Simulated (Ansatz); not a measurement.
# Sr on Fe(110): change of the work function

How does one ordered layer of Sr (top site) change the work function of Fe(110), and what dipole does each adsorbate carry?

Calculated with Ansatz 0.2.0; plane-wave DFT, RPBE, Ansatz PAW.

Report form: the programs' logs are mostly left out.

## 1. The structure

The cell holds 4 atoms: 4 Fe. Its edges and angles: a = 2.485 Å, b = 2.485 Å, c = 24.088 Å, α = 90.0°, β = 90.0°, γ = 70.5°. Vacuum lies along c.

## 2. The clean slab

The bare slab comes first, as the zero from which every change is counted. The two lowest layers are held at bulk places and the upper ones relax. The dipole correction removes the false field that a one-sided slab makes across the periodic vacuum, so each face gets a flat vacuum level of its own.

Input file input.yaml:

```yaml
crystal:
  lattice:
    - [2.029396462, -1.435, 0.0]
    - [2.029396462, 1.435, 0.0]
    - [0.0, 0.0, 24.088189386]
  atoms:
    - { symbol: Fe, position: [0.0, 0.0, 0.3736270857], spin: 2.5 }
    - { symbol: Fe, position: [0.5, 0.5, 0.4578756952], spin: 2.5 }
    - { symbol: Fe, position: [0.0, 0.0, 0.5421243048], spin: 2.5 }
    - { symbol: Fe, position: [0.5, 0.5, 0.6263729143], spin: 2.5 }
magnetization:
  spin_polarized: true
kpoints:
  mp_grid: { grid: [13, 13, 1] }
hamiltonian:
  xc: rpbe
scf:
  occupations: { method: fermi_dirac, width: 0.1 }
  convergence: { dr2_threshold: 1.0e-08 }
efield:
  axis: 3
  dipole_correction: true
  ramp_position: 0.97
  ramp_width: 0.06
relax:
  f_tol: 0.02
  max_steps: 60
  constraints: [{ sites: [0, 1] }]
output:
  write_potential: true
  write_density: true
  volumetric_format: npy
```

Launch:

```bash
$ ansatz run input.yaml --threads 4 --pin off --max-ram 12288MiB --backend cpu --events-out ev --progress --plain --runs-dir out
```

It took 70 s on 4 threads of Arm Neoverse V1, shared host; peak memory 0.74 GiB; 4.5 min of CPU time.

The steps of the relaxation:

| step | energy less that of the first step (eV) | largest force component (eV/Å) |
| --- | --- | --- |
| 1 | 0.0000 | 0.1613 |
| 2 | -0.0012 | 0.0841 |
| 3 | -0.0016 | 0.0009 |

Forces are held to the 4 operations that the run works with; a distortion that breaks them can't arise in this run.

The atoms that moved most (Å):

| atom | dx | dy | dz | length |
| --- | --- | --- | --- | --- |
| Fe3 | 0.000 | 0.000 | 0.023 | 0.023 |
| Fe4 | 0.000 | 0.000 | 0.012 | 0.012 |

Final coordinates:

```cif
data_structure
_symmetry_space_group_name_H-M 'P 1'
_symmetry_Int_Tables_number 1
_cell_length_a 2.4855
_cell_length_b 2.4855
_cell_length_c 24.0882
_cell_angle_alpha 90.000
_cell_angle_beta 90.000
_cell_angle_gamma 70.529
_cell_volume 140.30
loop_
_atom_site_label
_atom_site_type_symbol
_atom_site_fract_x
_atom_site_fract_y
_atom_site_fract_z
_atom_site_occupancy
Fe1 Fe 0.00000 0.00000 0.37363 1
Fe2 Fe 0.50000 0.50000 0.45788 1
Fe3 Fe 0.00000 0.00000 0.54310 1
Fe4 Fe 0.50000 0.50000 0.62689 1
```

This step gave:

* energy at zero smearing: -17939.5004 eV
* total moment: 10.31 μB
* site moments: 2.697, 2.491, 2.485, 2.690 μB
* work function, upper face: 4.582 eV
* dipole along the normal: 1.36e-4 e·Å

Running mean over 2.029 Å of the planar mean; the ramp of the sawtooth is left out. Table of electron's electrostatic potential energy less the Fermi level by z:

| z (Å) | electron's electrostatic potential energy less the Fermi level (eV) |
| --- | --- |
| 3 | 4.59 |
| 4 | 4.58 |
| 5 | 4.58 |
| 6 | 4.51 |
| 7 | 3.74 |
| 8 | -3.33 |
| 9 | -9.50 |
| 10 | -9.56 |
| 11 | -9.51 |
| 12 | -9.27 |
| 13 | -9.50 |
| 14 | -9.66 |
| 15 | -9.59 |
| 16 | -4.39 |
| 17 | 3.49 |
| 18 | 4.49 |
| 19 | 4.57 |
| 20 | 4.58 |
| 21 | 4.58 |

Site moment by atom:

| atom | site moment (μB) |
| --- | --- |
| Fe1 | 2.70 |
| Fe2 | 2.49 |
| Fe3 | 2.48 |
| Fe4 | 2.69 |

The relaxation took 3 steps and lowered the energy by 0.0016 eV; the largest force on the free atoms ends at 8.7e-4 eV/Å.

The work function of the upper face is 4.58 eV.

## 3. Adsorbate added

System of this step: Sr/Fe(110). The cell holds 17 atoms: 16 Fe and 1 Sr. Cell: a = 4.971 Å, b = 4.971 Å, c = 27.534 Å, α = 90.0°, β = 90.0°, γ = 70.5°. Vacuum lies along c.

The clean slab as it ended is repeated in the plane and the adsorbate is set on one face; the cell's size fixes the coverage, and the k-mesh shrinks with it to keep the sampling density about even. Adsorbate and upper layers relax, since the dipole depends on the height.

Input file input.yaml:

```yaml
crystal:
  lattice:
    - [4.058792924, -2.87, 0.0]
    - [4.058792924, 2.87, 0.0]
    - [0.0, 0.0, 27.5340446927]
  atoms:
    - { symbol: Fe, position: [0.0, 0.0, 0.3268680683], spin: 2.7 }
    - { symbol: Fe, position: [0.25, 0.25, 0.4005730573], spin: 2.49 }
    - { symbol: Fe, position: [0.0, 0.0, 0.475130557], spin: 2.48 }
    - { symbol: Fe, position: [0.25, 0.25, 0.5484317637], spin: 2.69 }
    - { symbol: Fe, position: [0.0, 0.5, 0.3268680683], spin: 2.7 }
    - { symbol: Fe, position: [0.25, 0.75, 0.4005730573], spin: 2.49 }
    - { symbol: Fe, position: [0.0, 0.5, 0.475130557], spin: 2.48 }
    - { symbol: Fe, position: [0.25, 0.75, 0.5484317637], spin: 2.69 }
    - { symbol: Fe, position: [0.5, 0.0, 0.3268680683], spin: 2.7 }
    - { symbol: Fe, position: [0.75, 0.25, 0.4005730573], spin: 2.49 }
    - { symbol: Fe, position: [0.5, 0.0, 0.475130557], spin: 2.48 }
    - { symbol: Fe, position: [0.75, 0.25, 0.5484317637], spin: 2.69 }
    - { symbol: Fe, position: [0.5, 0.5, 0.3268680683], spin: 2.7 }
    - { symbol: Fe, position: [0.75, 0.75, 0.4005730573], spin: 2.49 }
    - { symbol: Fe, position: [0.5, 0.5, 0.475130557], spin: 2.48 }
    - { symbol: Fe, position: [0.75, 0.75, 0.5484317637], spin: 2.69 }
    - { symbol: Sr, position: [0.25, 0.25, 0.6731319317] }
magnetization:
  spin_polarized: true
kpoints:
  mp_grid: { grid: [7, 7, 1] }
hamiltonian:
  xc: rpbe
scf:
  occupations: { method: fermi_dirac, width: 0.1 }
  convergence: { dr2_threshold: 1.0e-08 }
efield:
  axis: 3
  dipole_correction: true
  ramp_position: 0.97
  ramp_width: 0.06
relax:
  f_tol: 0.02
  max_steps: 60
  constraints: [{ sites: [0, 1, 4, 5, 8, 9, 12, 13] }]
output:
  bader: true
  dos: { projected: true, e_range: [-8, 4] }
  write_potential: true
  write_density: true
  volumetric_format: npy
  elf: true
```

Run time: 31 min. Hardware: 4 threads; peak memory 4.8 GiB; 2 h of CPU time.

Step by step:

| step | energy less that of the first step (eV) | largest force component (eV/Å) |
| --- | --- | --- |
| 1 | 0.0000 | 0.9451 |
| 2 | -0.1766 | 0.9675 |
| 3 | -0.3913 | 0.8555 |
| 4 | -0.5495 | 0.5548 |
| 5 | -0.6330 | 0.2395 |
| 6 | -0.6425 | 0.0347 |
| 7 | -0.6428 | 0.0056 |

The run keeps the 4 symmetry operations that it works with, so distortions that break them were not tested.

The atoms that moved most (Å):

| atom | dx | dy | dz | length |
| --- | --- | --- | --- | --- |
| Sr17 | 0.000 | 0.000 | -0.837 | 0.837 |
| Fe4 | 0.000 | 0.000 | -0.147 | 0.147 |
| Fe16 | 0.000 | 0.000 | 0.106 | 0.106 |
| Fe12 | 0.000 | 0.000 | 0.084 | 0.084 |
| Fe8 | 0.000 | 0.000 | 0.084 | 0.084 |
| Fe11 | 0.000 | -0.026 | -0.006 | 0.027 |
| Fe7 | 0.000 | 0.026 | -0.006 | 0.027 |
| Fe15 | -0.001 | 0.000 | 0.019 | 0.019 |

This step gave:

```yaml
energy_at_zero_smearing: -75310.2220 eV
total_moment: 40.75 μB
work_function_upper_face: 2.411 eV
work_function_lower_face: 4.579 eV
dipole_along_the_normal: 0.2791 e·Å
step_between_the_vacuum_levels: -2.168 eV
```

Running mean over 2.029 Å of the planar mean; the ramp of the sawtooth is left out. The electron's electrostatic potential energy less the Fermi level by z:

z (Å), electron's electrostatic potential energy less the Fermi level (eV) and a bar from the least value:
```
        4       4.58 ##############################
        5       4.57 ##############################
        6       4.50 ##############################
        7       3.73 ############################
        8      -3.32 #############
        9      -9.50 
       10      -9.56 
       11      -9.51 
       12      -9.22 #
       13      -9.52 
       14      -9.45 
       15      -9.47 
       16      -5.61 ########
       17      -3.03 ##############
       18      -4.33 ###########
       19      -0.46 ###################
       20       1.78 ########################
       21       2.27 #########################
       22       2.38 #########################
       23       2.41 #########################
       24       2.41 #########################
```

The density of states has structure finer than the step of the table below, so its rows give means over 0.5 eV, whole bins alone (the curve runs from -8 to 1.98 eV). Peaks (eV: height): total -4.06: 25.2, -3.22: 35.6, -2.47: 34.1, -1.47: 49.5, -1.20: 71.0, -0.30: 37.5, 0.87: 22.6; up -4.06: 23.9, -3.22: 30.5, -3.07: 30.3, -2.68: 29.0, -2.47: 24.3, -1.08: 39.9, -0.33: 21.0; down -1.47: 22.0, -1.35: 24.2, -1.29: 23.1, -1.20: 36.9, -0.75: 21.5, -0.54: 21.7, 1.83: 30.5.

Table of density of states by energy, zero at the Fermi level; means over each step; values in states/eV a cell:

| energy (eV) | total | up | down |
| --- | --- | --- | --- |
| -7.5 | 0.874 | 0.472 | 0.402 |
| -7.0 | 0.959 | 0.490 | 0.470 |
| -6.5 | 1.79 | 1.02 | 0.765 |
| -6.0 | 2.18 | 1.24 | 0.947 |
| -5.5 | 2.48 | 1.13 | 1.35 |
| -5.0 | 3.92 | 3.02 | 0.905 |
| -4.5 | 9.98 | 7.83 | 2.15 |
| -4.0 | 15.8 | 13.8 | 2.05 |
| -3.5 | 16.1 | 12.6 | 3.44 |
| -3.0 | 27.7 | 22.5 | 5.22 |
| -2.5 | 28.3 | 21.1 | 7.16 |
| -2.0 | 21.7 | 13.8 | 7.87 |
| -1.5 | 39.5 | 26.1 | 13.4 |
| -1.0 | 48.9 | 28.3 | 20.6 |
| -0.5 | 32.6 | 14.7 | 17.9 |
| 0.0 | 15.5 | 5.35 | 10.2 |
| 0.5 | 12.9 | 3.70 | 9.16 |
| 1.0 | 17.5 | 3.94 | 13.6 |
| 1.5 | 26.7 | 3.96 | 22.7 |

Projected DOS per atom over height of the atomic layer and energy from the Fermi level. Layers: Fe4 Fe4 Fe4 Fe4 Sr from below.

Ten even steps from '0' (0.00 states/eV) to '9' (3.23 states/eV), each cell a mean:
```
55440
33340
21231
21121
32221
56551
79971
87881
43351
54450
54450
45540
22220
23320
12210
00000
00000
00000
00000
00000
00000
00000
```
Columns: height of the atomic layer (Å) from 9 to 17.7 (not evenly spaced); rows upwards: energy from the Fermi level (eV) from -7.96 to 1.95.

Projected DOS per atom, spin up over height of the atomic layer and energy from the Fermi level. Layers: Fe4 Fe4 Fe4 Fe4 Sr from below.

Values in states/eV, 22 rows by 5 columns, each cell a mean:
```
0.13 0.16 0.15 0.10 0.09
0.09 0.10 0.11 0.11 0.09
0.14 0.14 0.13 0.15 0.13
0.13 0.17 0.18 0.16 0.22
0.28 0.43 0.43 0.32 0.29
0.67 1.10 1.02 0.64 0.25
1.34 2.08 1.89 1.25 0.18
2.02 1.55 1.66 1.85 0.09
1.23 0.57 0.68 1.30 0.17
1.44 0.72 0.74 1.28 0.10
1.36 1.05 1.05 1.55 0.16
1.31 1.35 1.35 1.39 0.03
0.67 0.60 0.61 0.71 0.01
0.70 0.93 0.94 0.68 0.01
0.31 0.54 0.56 0.31 0.02
0.15 0.17 0.18 0.16 0.02
0.06 0.08 0.08 0.07 0.01
0.07 0.09 0.09 0.07 0.01
0.06 0.08 0.08 0.06 0.01
0.02 0.05 0.05 0.02 0.00
0.01 0.04 0.04 0.02 0.00
0.01 0.03 0.03 0.01 0.00
```
Columns: height of the atomic layer (Å) from 9 to 17.7 (not evenly spaced); rows upwards: energy from the Fermi level (eV) from -7.96 to 1.95.

Projected DOS per atom, spin down over height of the atomic layer and energy from the Fermi level. Layers: Fe4 Fe4 Fe4 Fe4 Sr from below.

Ten even steps from '_' (0.00 states/eV) to '@' (1.65 states/eV), each cell a mean:
```
@@@@%%%%__
******##__
==::--++..
--....==..
++::::--__
##++++**__
##****##..
--++**++--
::::::::..
::----::__
..::::..__
........__
__......__
__________
__________
__________
__________
__________
__________
__________
__________
__________
```
Columns: height of the atomic layer (Å) from 9 to 17.7 (not evenly spaced); rows upwards: energy from the Fermi level (eV) from -7.96 to 1.95.

Site moment by atom:

| atom | site moment (μB) |
| --- | --- |
| Fe1 | 2.70 |
| Fe2 | 2.50 |
| Fe3 | 2.53 |
| Fe4 | 2.29 |
| Fe5 | 2.70 |
| Fe6 | 2.50 |
| Fe7 | 2.44 |
| Fe8 | 2.69 |
| Fe9 | 2.70 |
| Fe10 | 2.50 |
| Fe11 | 2.44 |
| Fe12 | 2.69 |
| Fe13 | 2.70 |
| Fe14 | 2.48 |
| Fe15 | 2.53 |
| Fe16 | 2.75 |
| Sr17 | -0.02 |

Spin density in the ca plane at fractional y = 0.250, with atoms of Fe and Sr within 0.2 Å of it.

Values in e/Å³, 7 rows by 16 columns, each cell a mean:
```
0.0 0.0 0.3 0.1 0.0 0.0 0.2 0.2 0.0 0.0 0.0 0.0 0.0 0.0 0.0 0.0
0.0 0.0 2.7 0.6 0.0 0.0 2.2 1.4 0.0 0.0 0.0 0.0 0.0 0.0 0.0 0.0
0.0 0.0 0.6 0.2 0.0 0.0 0.5 0.3 0.0 0.0 0.0 0.0 0.0 0.0 0.0 0.0
0.0 0.0 0.0 0.0 0.0 0.0 0.0 0.0 0.0 0.0 0.0 0.0 0.0 0.0 0.0 0.0
0.0 0.0 1.4 0.4 0.0 0.0 1.3 0.3 0.0 0.0 0.0 0.0 0.0 0.0 0.0 0.0
0.0 0.0 2.1 0.5 0.0 0.0 2.0 0.4 0.0 0.0 0.0 0.0 0.0 0.0 0.0 0.0
0.0 0.0 0.1 0.0 0.0 0.0 0.1 0.0 0.0 0.0 0.0 0.0 0.0 0.0 0.0 0.0
```
Columns run along c (16.0 Å, from fractional 0.31 to 0.89 of the cell), rows up along a (5.0 Å). Atoms in or near the plane, at fractional coordinates: Fe at (0.40, 0.25), Fe at (0.54, 0.25), Fe at (0.40, 0.75), Fe at (0.55, 0.75), Sr at (0.64, 0.25).

ELF of down spins in the ca plane at fractional y = 0.250, with atoms of Fe and Sr within 0.2 Å of it. It is the smooth field of the valence electrons, not physical close to the nuclei.

Ten even steps from '0' (0.00) to '9' (0.86), each cell a mean:
```
43345322235533455222234200000011110000000000
54454135413543452255201221101111100000000000
65553279832554552599611233222221100000000000
65553279732554552599611233222221100000000000
54454135413543452255202221101111100000000000
43345322235543455323234210000011110000000000
43345533346533455333553124541001110000000000
43344223224533452232232379995200110000000000
64453158622544532685111697798300111000000000
65553289832555533897201782289410111000000000
64453158622544532685111697798300111000000000
44444223224543452232232389995100110000000000
43345533356543455334563124541001110000000000
```
Columns run along c (16.0 Å, from fractional 0.31 to 0.89 of the cell), rows up along a (5.0 Å). Atoms in or near the plane, at fractional coordinates: Fe at (0.40, 0.25), Fe at (0.54, 0.25), Fe at (0.40, 0.75), Fe at (0.55, 0.75), Sr at (0.64, 0.25).

ELF in the ca plane at fractional y = 0.250, with atoms of Fe and Sr within 0.2 Å of it. It is the smooth field of the valence electrons, not physical close to the nuclei.

Values, 7 rows by 16 columns, each cell a mean:
```
0.27 0.30 0.27 0.26 0.28 0.30 0.26 0.24 0.21 0.07 0.12 0.33 0.23 0.06 0.01 0.00
0.35 0.28 0.64 0.35 0.33 0.30 0.54 0.44 0.24 0.26 0.36 0.41 0.21 0.05 0.01 0.00
0.29 0.29 0.34 0.26 0.29 0.30 0.31 0.27 0.22 0.10 0.17 0.36 0.22 0.06 0.01 0.00
0.27 0.32 0.23 0.30 0.28 0.32 0.24 0.31 0.21 0.44 0.16 0.22 0.25 0.07 0.01 0.00
0.31 0.28 0.47 0.29 0.30 0.28 0.49 0.26 0.47 0.67 0.52 0.14 0.27 0.09 0.02 0.00
0.33 0.28 0.56 0.32 0.32 0.28 0.59 0.28 0.50 0.55 0.56 0.14 0.27 0.09 0.02 0.00
0.27 0.31 0.24 0.28 0.28 0.31 0.25 0.31 0.25 0.61 0.24 0.19 0.26 0.08 0.01 0.00
```
Columns run along c (16.0 Å, from fractional 0.31 to 0.89 of the cell), rows up along a (5.0 Å). Atoms in or near the plane, at fractional coordinates: Fe at (0.40, 0.25), Fe at (0.54, 0.25), Fe at (0.40, 0.75), Fe at (0.55, 0.75), Sr at (0.64, 0.25).

The relaxation took 7 steps and lowered the energy by 0.64 eV; the largest force on the free atoms ends at 0.0056 eV/Å.

By hand: a sheet of dipoles makes a step −p/(ε₀A) in the electron's potential. With e/ε₀ = 180.95 V·Å, p = 0.2791 e·Å and A = 23.30 Å², that is −180.95 × (0.2791) / 23.30 = -2.168 eV, and the two vacuum levels of the run differ by -2.168 eV.

The covered face has 2.41 eV, -2.17 eV against the clean one; the bare back face has moved by -0.01 eV, a measure of how thin the slab is.

## 4. Work function against coverage

This step: plane-wave DFT, RPBE, Ansatz PAW; work function against coverage (Ansatz 0.2.0).

The runs are now put side by side.

This step gave:

* work function of the clean face: 4.582 eV
* largest change of the work function: -2.170 eV

Table of work function of the covered face by coverage:

| coverage (adsorbates/nm²) | work function of the covered face (eV) |
| --- | --- |
| 0.00 | 4.58 |
| 4.29 | 2.41 |

The dipole per adsorbate comes from the change of the cell's dipole. Coverage, by row:

| coverage (1/nm²) | coverage (ML) | work function (eV) | change (eV) | dipole per adsorbate, positive end outwards (debye) | mean height of the added atoms over the highest substrate atom (Å) |
| --- | --- | --- | --- | --- | --- |
| 4.292 | 0.25 | 2.411 | -2.17 | 1.338 | 2.49 |

## 5. The slab at 0.25 ML, atoms frozen

This step: plane-wave DFT, RPBE, Ansatz PAW (Ansatz 0.2.0).

To see where the charge goes, the covered slab, the bare substrate and the adsorbate layer are each run at the same frozen positions and on the same grid.

Input file input.yaml:

```yaml
crystal:
  lattice:
    - [4.058792924, -2.87, 0.0]
    - [4.058792924, 2.87, 0.0]
    - [0.0, 0.0, 27.5340446927]
  atoms:
    - { symbol: Fe, position: [0.0, 0.0, 0.3268680683], spin: 2.5 }
    - { symbol: Fe, position: [0.25, 0.25, 0.4005730573], spin: 2.5 }
    - { symbol: Fe, position: [0.0001181329, 0.0001181329, 0.4758292206], spin: 2.5 }
    - { symbol: Fe, position: [0.25, 0.25, 0.543097381], spin: 2.5 }
    - { symbol: Fe, position: [0.0, 0.5, 0.3268680683], spin: 2.5 }
    - { symbol: Fe, position: [0.25, 0.75, 0.4005730573], spin: 2.5 }
    - { symbol: Fe, position: [-0.0045870428, 0.5045870428, 0.4749302475], spin: 2.5 }
    - { symbol: Fe, position: [0.25, 0.75, 0.5514785735], spin: 2.5 }
    - { symbol: Fe, position: [0.5, 0.0, 0.3268680683], spin: 2.5 }
    - { symbol: Fe, position: [0.75, 0.25, 0.4005730573], spin: 2.5 }
    - { symbol: Fe, position: [0.5045870428, -0.0045870428, 0.4749302475], spin: 2.5 }
    - { symbol: Fe, position: [0.75, 0.25, 0.5514785735], spin: 2.5 }
    - { symbol: Fe, position: [0.5, 0.5, 0.3268680683], spin: 2.5 }
    - { symbol: Fe, position: [0.75, 0.75, 0.4005730573], spin: 2.5 }
    - { symbol: Fe, position: [0.4998818671, 0.4998818671, 0.4758292206], spin: 2.5 }
    - { symbol: Fe, position: [0.75, 0.75, 0.5522826412], spin: 2.5 }
    - { symbol: Sr, position: [0.25, 0.25, 0.6427202246] }
magnetization:
  spin_polarized: true
kpoints:
  mp_grid: { grid: [7, 7, 1] }
hamiltonian:
  xc: rpbe
scf:
  occupations: { method: fermi_dirac, width: 0.1 }
  convergence: { dr2_threshold: 1.0e-08 }
efield:
  axis: 3
  dipole_correction: true
  ramp_position: 0.97
  ramp_width: 0.06
output:
  write_potential: true
  write_density: true
  volumetric_format: npy
```

It took 6 min on 4 threads; peak memory 5 GiB; 23 min of CPU time.

Numbers from this step:

```
energy at zero smearing : -75310.2219 eV
```

The work function of the upper face is 2.41 eV.

## 6. The substrate of the 0.25 ML cell alone

System of this step: Sr/Fe(110), substrate alone, atoms held. The cell holds 16 atoms: 16 Fe. Its edges and angles: a = 4.971 Å, b = 4.971 Å, c = 27.534 Å, α = 90.0°, β = 90.0°, γ = 70.5°. Vacuum lies along c.

The second part, atoms unmoved.

input.yaml, the sections that differ from step 5:

```yaml
crystal:
  lattice:
    - [4.058792924, -2.87, 0.0]
    - [4.058792924, 2.87, 0.0]
    - [0.0, 0.0, 27.5340446927]
  atoms:
    - { symbol: Fe, position: [0.0, 0.0, 0.3268680683], spin: 2.7 }
    - { symbol: Fe, position: [0.25, 0.25, 0.4005730573], spin: 2.5 }
    - { symbol: Fe, position: [0.0001181329, 0.0001181329, 0.4758292206], spin: 2.53 }
    - { symbol: Fe, position: [0.25, 0.25, 0.543097381], spin: 2.29 }
    - { symbol: Fe, position: [0.0, 0.5, 0.3268680683], spin: 2.7 }
    - { symbol: Fe, position: [0.25, 0.75, 0.4005730573], spin: 2.5 }
    - { symbol: Fe, position: [-0.0045870428, 0.5045870428, 0.4749302475], spin: 2.44 }
    - { symbol: Fe, position: [0.25, 0.75, 0.5514785735], spin: 2.69 }
    - { symbol: Fe, position: [0.5, 0.0, 0.3268680683], spin: 2.7 }
    - { symbol: Fe, position: [0.75, 0.25, 0.4005730573], spin: 2.5 }
    - { symbol: Fe, position: [0.5045870428, -0.0045870428, 0.4749302475], spin: 2.44 }
    - { symbol: Fe, position: [0.75, 0.25, 0.5514785735], spin: 2.69 }
    - { symbol: Fe, position: [0.5, 0.5, 0.3268680683], spin: 2.7 }
    - { symbol: Fe, position: [0.75, 0.75, 0.4005730573], spin: 2.48 }
    - { symbol: Fe, position: [0.4998818671, 0.4998818671, 0.4758292206], spin: 2.53 }
    - { symbol: Fe, position: [0.75, 0.75, 0.5522826412], spin: 2.75 }
# magnetization, kpoints, hamiltonian, scf, efield, output: as in step 5
```

Wall time 5.2 min (4 threads); peak memory 4.8 GiB.

This step gave:

| Quantity | Value |
| --- | --- |
| energy at zero smearing | -71757.9289 eV |
| total moment | 41.34 μB |
| work function, upper face | 4.541 eV |
| work function, lower face | 4.585 eV |
| dipole along the normal | 0.005685 e·Å |
| step between the vacuum levels | -0.04413 eV |

Site moment by atom:

| atom | site moment (μB) |
| --- | --- |
| Fe1 | 2.70 |
| Fe2 | 2.50 |
| Fe3 | 2.53 |
| Fe4 | 2.58 |
| Fe5 | 2.70 |
| Fe6 | 2.50 |
| Fe7 | 2.44 |
| Fe8 | 2.74 |
| Fe9 | 2.70 |
| Fe10 | 2.50 |
| Fe11 | 2.44 |
| Fe12 | 2.74 |
| Fe13 | 2.70 |
| Fe14 | 2.48 |
| Fe15 | 2.53 |
| Fe16 | 2.76 |

The work function of the upper face is 4.54 eV.

[end of part 1 of 2]

[Logs are printed without paths, hosts, clocks, repeated set-up lines and the standing remarks that a program may print on its own settings, such as how far it seeks lower states.]

[Hosts, paths, dates, database ids (printed as entryN), source tags and the programs' standing remarks are cut or masked in the printed files.]

[Maps of the electrostatic potential energy from Ansatz leave out the sawtooth potential of an applied field or a dipole correction, so their vacuum need not be flat; planar profiles and work functions include it.]

[The density of states shown here was stored with 400 of the rows of the run's finer table, so its peaks can read low, often by over a quarter, or be missed, and its means over a window can be off by a tenth or more.]
